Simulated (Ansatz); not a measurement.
# O on Ir(100): change of the work function, part 4 of 5

How does O on the hollow site change the work function of Ir(100) as the layer fills?

Ansatz 0.2.0; plane-wave DFT, PBEsol, Ansatz PAW (the session's first sound run).

So far, work function, upper face (eV): step 2 (the clean slab) 5.67; step 3 (37 atoms, coverage 0.111 ML, cell 3x3) 5.67; step 4 (17 atoms, coverage 0.25 ML, cell 2x2) 5.70; step 5 (18 atoms, coverage 0.5 ML, cell 2x2) 5.92.

### 6. The covered slab, k-mesh 11×11×1, coverage 1 ML

System of this step: Ir4O (O/Ir(100)). The cell holds 5 atoms: 4 Ir and 1 O. Its edges and angles: a = 2.715 Å, b = 2.715 Å, c = 24.434 Å, α = 90.0°, β = 90.0°, γ = 90.0°. Vacuum lies along c.

Another coverage, to see how the dipoles act on each other as their distance changes.

input.yaml

```yaml
crystal:
  lattice:
    - [2.7152900398, 0.0, 0.0]
    - [0.0, 2.7152900398, 0.0]
    - [0.0, 0.0, 24.4338689665]
  atoms:
    - { symbol: Ir, position: [0.5, 0.5, 0.3683411748] }
    - { symbol: Ir, position: [0.0, 0.0, 0.4469206254] }
    - { symbol: Ir, position: [0.5, 0.5, 0.5257020511] }
    - { symbol: Ir, position: [0.0, 0.0, 0.5999967164] }
    - { symbol: O, position: [0.5, 0.5, 0.6316588252] }
kpoints:
  mp_grid: { grid: [11, 11, 1] }
hamiltonian:
  xc: pbesol
scf:
  occupations: { method: fermi_dirac, width: 0.1 }
  convergence: { dr2_threshold: 1.0e-08 }
efield:
  axis: 3
  dipole_correction: true
  ramp_position: 0.97
  ramp_width: 0.06
relax:
  f_tol: 0.02
  max_steps: 60
  constraints: [{ sites: [0, 1] }]
output:
  bader: true
  write_potential: true
  write_density: true
  volumetric_format: npy
```

Started as:

```bash
$ ansatz run input.yaml --threads 4 --pin off --max-ram 12288MiB --backend cpu --events-out ev --progress --plain --runs-dir out
```

Numbers of over 12 decimals in the logs are rounded to 6 here.

Output:

```text
[...]
Crystal: 5 atoms, lattice volume = 180.146 Å³
Basis set: ecut = 420 eV, 3581 PW (Γ), exchange–correlation on 40×40×360 points (8 copies of the dense FFT grid, shifted against one another)
Bands: 45, of which v1, the nominal top of the filled ones, is band 37 counted from 1 (36 counted from 0)
Symmetry: 8 space group operations
[...]
- { symbol: Ir, position: [4.907900536448116e-18, 0, 0.602804] }
    - { symbol: O, position: [0.500000, 0.500000, 0.649595] }
--- Bader charges: 5 sites ---
  site symbol  charge [e]  shift [e]
     0     Ir     -0.0595     0.0000
     1     Ir      0.0515     0.0000
     2     Ir      0.0287     0.0000
     3     Ir      0.6791     0.0026
     4      O     -0.6999     0.0026
  estimated error of the sums over rays = 3.3e-4 e
[key lines of the parts left out:]
SCF converged after 6 iterations
Free energy (F): -47752.177903 eV
Fermi energy:    4.326929 eV
Dipole field:    D = -0.044817 V/Å  (p = -0.044617 e·Å, saw-weighted, corrected)
Work function:   Φ+ = 6.7960 eV   Φ− = 5.7010 eV
```

It took 29 s on 4 threads of Intel Xeon Platinum 8375C at 2.90GHz (Ice Lake), shared host; peak memory 0.59 GiB.

Relaxation path:

```tsv
step	energy less that of the first step (eV)	largest force component (eV/Å)
1	0.0000	4.3083
2	-0.6914	1.9177
3	-0.9196	0.9132
4	-0.9487	0.0703
5	-0.9490	0.0292
6	-0.9490	0.0016
```

The run keeps the 8 symmetry operations that it works with, so distortions that break them were not tested.

The atoms that moved most (Å):

```tsv
atom	dx	dy	dz	length
O5	0.000	0.000	0.438	0.438
Ir4	0.000	0.000	0.069	0.069
```

Final coordinates:

```cif
data_structure
_symmetry_space_group_name_H-M 'P 1'
_symmetry_Int_Tables_number 1
_cell_length_a 2.7153
_cell_length_b 2.7153
_cell_length_c 24.4339
_cell_angle_alpha 90.000
_cell_angle_beta 90.000
_cell_angle_gamma 90.000
_cell_volume 180.15
loop_
_atom_site_label
_atom_site_type_symbol
_atom_site_fract_x
_atom_site_fract_y
_atom_site_fract_z
_atom_site_occupancy
Ir1 Ir 0.50000 0.50000 0.36834 1
Ir2 Ir 0.00000 0.00000 0.44692 1
Ir3 Ir 0.50000 0.50000 0.52588 1
Ir4 Ir 0.00000 0.00000 0.60280 1
O5 O 0.50000 0.50000 0.64959 1
```

Running mean over 1.92 Å of the planar mean; the ramp of the sawtooth is left out. Electron's electrostatic potential energy less the Fermi level against z:

```tsv
z (Å)	electron's electrostatic potential energy less the Fermi level (eV)
3.0	5.70
3.5	5.70
4.0	5.70
4.5	5.70
5.0	5.70
5.5	5.69
6.0	5.65
6.5	5.50
7.0	4.89
7.5	2.38
8.0	-3.38
8.5	-9.40
9.0	-12.2
9.5	-12.9
10.0	-13.1
10.5	-13.2
11.0	-13.4
11.5	-13.4
12.0	-13.4
12.5	-13.5
13.0	-13.7
13.5	-14.1
14.0	-14.2
14.5	-14.5
15.0	-14.9
15.5	-11.5
16.0	-4.65
16.5	0.785
17.0	4.61
17.5	6.47
18.0	6.74
18.5	6.79
19.0	6.79
19.5	6.80
20.0	6.80
20.5	6.80
21.0	6.80
```

The relaxation took 6 steps and lowered the energy by 0.95 eV; the largest force on the free atoms ends at 0.0016 eV/Å.

The covered face has 6.80 eV, +1.13 eV against the clean one; the bare back face has moved by +0.02 eV, a measure of how thin the slab is.

### 7. Work function against coverage

This step: plane-wave DFT, PBEsol, Ansatz PAW; work function against coverage (Ansatz 0.2.0).

The runs are now put side by side.

This step gave:

```
work function of the clean face     : 5.665 eV
largest change of the work function : 1.131 eV
```

The work function of the covered face by coverage:

```tsv
coverage (adsorbates/nm²)	work function of the covered face (eV)
0.00	5.67
1.51	5.67
3.39	5.70
6.78	5.92
13.56	6.80
```

The dipole per adsorbate comes from the change of the cell's dipole. Coverage, by row:

```tsv
coverage (1/nm²)	coverage (ML)	work function (eV)	change (eV)	dipole per adsorbate, positive end outwards (debye)	mean height of the added atoms over the highest substrate atom (Å)
1.507	0.1111	5.673	0.007561	-0.046	1.076
3.391	0.25	5.699	0.03394	-0.045	1.106
6.782	0.5	5.917	0.2524	-0.11	1.149
13.56	1	6.796	1.131	-0.218	1.143
```

### 8. The 0.25 ML cell at another level of theory, cutoff 420 eV, functional PBE

This step: plane-wave DFT, PBE, Ansatz PAW (Ansatz 0.2.0).

System of this step: Ir16O (O/Ir(100)). The cell holds 17 atoms: 16 Ir and 1 O. Its edges and angles: a = 5.431 Å, b = 5.431 Å, c = 24.434 Å, α = 90.0°, β = 90.0°, γ = 90.0°. Vacuum lies along c.

The geometry is kept and the functional is PBE.

input.yaml

```yaml
crystal:
  lattice:
    - [5.4305800796, 0.0, 0.0]
    - [0.0, 5.4305800796, 0.0]
    - [0.0, 0.0, 24.4338689665]
  atoms:
    - { symbol: Ir, position: [0.25, 0.25, 0.3683411748] }
    - { symbol: Ir, position: [0.0, 0.0, 0.4469206254] }
    - { symbol: Ir, position: [0.25, 0.25, 0.5229463703] }
    - { symbol: Ir, position: [0.0029868558, 0.0029868558, 0.6008933795] }
    - { symbol: Ir, position: [0.25, 0.75, 0.3683411748] }
    - { symbol: Ir, position: [0.0, 0.5, 0.4469206254] }
    - { symbol: Ir, position: [0.25, 0.75, 0.5246411222] }
    - { symbol: Ir, position: [0.0029868558, 0.4970131442, 0.6008933795] }
    - { symbol: Ir, position: [0.75, 0.25, 0.3683411748] }
    - { symbol: Ir, position: [0.5, 0.0, 0.4469206254] }
    - { symbol: Ir, position: [0.75, 0.25, 0.5246411222] }
    - { symbol: Ir, position: [0.4970131442, 0.0029868558, 0.6008933795] }
    - { symbol: Ir, position: [0.75, 0.75, 0.3683411748] }
    - { symbol: Ir, position: [0.5, 0.5, 0.4469206254] }
    - { symbol: Ir, position: [0.75, 0.75, 0.5289334333] }
    - { symbol: Ir, position: [0.4970131442, 0.4970131442, 0.6008933795] }
    - { symbol: O, position: [0.25, 0.25, 0.6461768633] }
kpoints:
  mp_grid: { grid: [6, 6, 1] }
hamiltonian:
  xc: pbe
scf:
  occupations: { method: fermi_dirac, width: 0.1 }
  convergence: { dr2_threshold: 1.0e-08 }
efield:
  axis: 3
  dipole_correction: true
  ramp_position: 0.97
  ramp_width: 0.06
output:
  write_potential: true
  write_density: true
  volumetric_format: npy
```

Output:

```text
[...]
Crystal: 17 atoms, lattice volume = 720.584 Å³
Basis set: ecut = 420 eV, 14037 PW (Γ)
Bands: 167, of which v1, the nominal top of the filled ones, is band 139 counted from 1 (138 counted from 0)
Symmetry: 8 space group operations
[...]
k-points: 10 of 36
[...]
SCF iter   1: F=—  HF=-191520.987133 eV  |F-HF|=—  |Δ(HF+E_count)|=         —  Δρ=8.74e-3  dr2=7.57e0  ethr=1.77e-3  p=-0.020 e·Å  D=-5.08e-3 V/Å  ΔV_dip=0.12 eV  dr2_dipole=2.24e0  V_vac-E_F(+/−)=5.20/5.08 eV  ⟨swp⟩=8.4  Hψ=7211  notcnv=0  defer=31
[...]
SCF iter  11: F=-191520.870124 eV  HF=-191520.870124 eV  |F-HF|=2.74e-9  |Δ(HF+E_count)|=   1.89e-8  Δρ=2.94e-7  dr2=1.15e-9  ethr=3.60e-12  p=-0.009 e·Å  D=-2.14e-3 V/Å  ΔV_dip=0.05 eV  dr2_dipole=2.83e-11  V_vac-E_F(+/−)=5.59/5.54 eV  ⟨swp⟩=3.8  Hψ=3344  notcnv=0
SCF 1 converged in 11 iterations: F = -191520.870124 eV  dr2 = 1.15e-9
[...]
SCF converged after 11 iterations
Free energy (F): -191520.870124 eV
[...]
Internal energy: -191520.145890 eV  (E = F + TS)
E sigma→0 (E₀):  -191520.508007 eV
Entropy (-TS):   -0.724234 eV (-42.602 meV/atom)
Fermi energy:    4.409866 eV
Dipole field:    D = -0.002142 V/Å  (p = -0.008531 e·Å, saw-weighted, corrected)
Work function:   Φ+ = 5.5876 eV   Φ− = 5.5352 eV
[...]
--- Band table (eV; the first three rows and the last of 10) ---
  k-point 0: bands = [... 135 lower, 4.8282, 4.8667, 4.8784, 4.8784, 5.0057, 5.0874, 5.1305, 5.1435, ... 24 higher]
  k-point 1: bands = [... 135 lower, 4.5483, 4.6085, 4.6705, 4.7438, 4.8185, 4.8413, 4.9853, 5.0034, ... 24 higher]
  k-point 2: bands = [... 135 lower, 4.2671, 4.3197, 4.3467, 4.4970, 4.5072, 4.5644, 4.7585, 4.9771, ... 24 higher]
  k-point 9: bands = [... 135 lower, 3.1641, 3.2181, 3.2459, 3.2459, 3.9659, 3.9949, 4.0374, 4.0374, ... 24 higher]
```

The job ended after 33 s (4 threads; peak memory 3 GiB).

Numbers from this step:

- energy at zero smearing: -191520.5080 eV
- work function, upper face: 5.588 eV
- work function, lower face: 5.535 eV
- dipole along the normal: -0.008531 e·Å
- step between the vacuum levels: 0.05234 eV

The work function comes to 5.59 eV, -0.11 eV from the first level.

### 9. The 0.25 ML cell at another level of theory, cutoff 420 eV, functional revpbe

This step: plane-wave DFT, revPBE, Ansatz PAW (Ansatz 0.2.0).

The geometry is kept and the functional is revPBE.

input.yaml: that of step 8 with these lines changed.

```diff
@@ -26,3 +26,3 @@
 hamiltonian:
-  xc: pbe
+  xc: revpbe
 scf:
```

Output:

```text
[...]
Crystal: 17 atoms, lattice volume = 720.584 Å³
Basis set: ecut = 420 eV, 14037 PW (Γ)
Bands: 167, of which v1, the nominal top of the filled ones, is band 139 counted from 1 (138 counted from 0)
Symmetry: 8 space group operations
[...]
k-points: 10 of 36
[...]
SCF iter   1: F=—  HF=-191675.920970 eV  |F-HF|=—  |Δ(HF+E_count)|=         —  Δρ=8.72e-3  dr2=7.48e0  ethr=1.77e-3  p=-0.020 e·Å  D=-5.08e-3 V/Å  ΔV_dip=0.12 eV  dr2_dipole=2.26e0  V_vac-E_F(+/−)=5.16/5.03 eV  ⟨swp⟩=8.1  Hψ=7063  notcnv=0  defer=30
[...]
SCF iter  11: F=-191675.826121 eV  HF=-191675.826121 eV  |F-HF|=2.42e-9  |Δ(HF+E_count)|=   1.37e-8  Δρ=2.99e-7  dr2=1.20e-9  ethr=3.60e-12  p=-0.008 e·Å  D=-2.05e-3 V/Å  ΔV_dip=0.05 eV  dr2_dipole=1.14e-11  V_vac-E_F(+/−)=5.45/5.40 eV  ⟨swp⟩=3.9  Hψ=3418  notcnv=0
SCF 1 converged in 11 iterations: F = -191675.826121 eV  dr2 = 1.20e-9
[...]
SCF converged after 11 iterations
Free energy (F): -191675.826121 eV
[...]
Internal energy: -191675.101377 eV  (E = F + TS)
E sigma→0 (E₀):  -191675.463749 eV
Entropy (-TS):   -0.724744 eV (-42.632 meV/atom)
Fermi energy:    4.519167 eV
Dipole field:    D = -0.002056 V/Å  (p = -0.008186 e·Å, saw-weighted, corrected)
Work function:   Φ+ = 5.4492 eV   Φ− = 5.3990 eV
[...]
--- Band table (eV; the first three rows and the last of 10) ---
  k-point 0: bands = [... 135 lower, 4.9341, 4.9784, 4.9884, 4.9884, 5.1155, 5.2026, 5.2384, 5.2510, ... 24 higher]
  k-point 1: bands = [... 135 lower, 4.6572, 4.7165, 4.7772, 4.8502, 4.9278, 4.9509, 5.0951, 5.1119, ... 24 higher]
  k-point 2: bands = [... 135 lower, 4.3820, 4.4294, 4.4549, 4.6057, 4.6145, 4.6735, 4.8664, 5.0881, ... 24 higher]
  k-point 9: bands = [... 135 lower, 3.2736, 3.3280, 3.3560, 3.3560, 4.0756, 4.1042, 4.1469, 4.1469, ... 24 higher]
```

Run time: 42 s. Hardware: 4 threads; peak memory 2.9 GiB; 2.7 min of CPU time.

Numbers from this step:

- energy at zero smearing: -191675.4637 eV
- work function, upper face: 5.449 eV
- work function, lower face: 5.399 eV
- dipole along the normal: -0.008186 e·Å
- step between the vacuum levels: 0.05022 eV

The work function comes to 5.45 eV, -0.25 eV from the first level.

### 10. The 0.25 ML cell at another level of theory, cutoff 1240 eV, functional PBE

This step: plane-wave DFT, PBE, norm-conserving (Ansatz 0.2.0).

The geometry is kept and the functional is PBE; other changes against the main runs: norm-conserving files and cutoff 420 → 1240.

input.yaml: that of step 9 with these lines changed.

```diff
@@ -26,3 +26,4 @@
 hamiltonian:
-  xc: revpbe
+  xc: pbe
+  pseudopotentials: { kind: nc }
 scf:
```

Output:

```text
[...]
Crystal: 17 atoms, lattice volume = 720.584 Å³
Basis set: ecut = 1240 eV, 71429 PW (Γ)
Bands: 167, of which v1, the nominal top of the filled ones, is band 139 counted from 1 (138 counted from 0)
Symmetry: 8 space group operations
[...]
k-points: 10 of 36
[...]
k-point 0: bands = [... 135 lower, 4.8650, 4.9035, 4.9132, 4.9132, 5.0405, 5.1225, 5.1659, 5.1790, ... 24 higher]
  k-point 1: bands = [... 135 lower, 4.5838, 4.6441, 4.7068, 4.7802, 4.8536, 4.8769, 5.0207, 5.0386, ... 24 higher]
  k-point 2: bands = [... 135 lower, 4.3028, 4.3552, 4.3825, 4.5328, 4.5429, 4.5991, 4.7944, 5.0113, ... 24 higher]
  k-point 9: bands = [... 135 lower, 3.1998, 3.2532, 3.2809, 3.2809, 4.0001, 4.0291, 4.0722, 4.0722, ... 24 higher]
[key lines of the parts left out:]
SCF converged after 10 iterations
Free energy (F): -57927.573079 eV
Fermi energy:    4.445271 eV
Dipole field:    D = -0.002392 V/Å  (p = -0.009524 e·Å, saw-weighted, corrected)
Work function:   Φ+ = 5.5932 eV   Φ− = 5.5348 eV
```

The job ended after 3.4 min (4 threads; peak memory 9.9 GiB).

The work function comes to 5.59 eV, -0.11 eV from the first level.

### 11. Side by side

Times are for 4 threads of Intel Xeon Platinum 8375C at 2.90GHz (Ice Lake), shared host. The runs compared:

```tsv
no.	functional	work function, upper face (eV)	dipole along the normal (e·Å)	time	memory (GiB)
1	pbe	5.588	-0.008531	33 s	3.0
2	revpbe	5.449	-0.008186	42 s	2.9
3	pbe	5.593	-0.009524	3.4 min	9.9
```

[end of part 4 of 5]

[Logs are printed without paths, hosts, clocks, repeated set-up lines and the standing remarks that a program may print on its own settings, such as how far it seeks lower states.]

[Hosts, paths, dates, database ids (printed as entryN), source tags and the programs' standing remarks are cut or masked in the printed files.]

[Maps of the electrostatic potential energy from Ansatz leave out the sawtooth potential of an applied field or a dipole correction, so their vacuum need not be flat; planar profiles and work functions include it.]
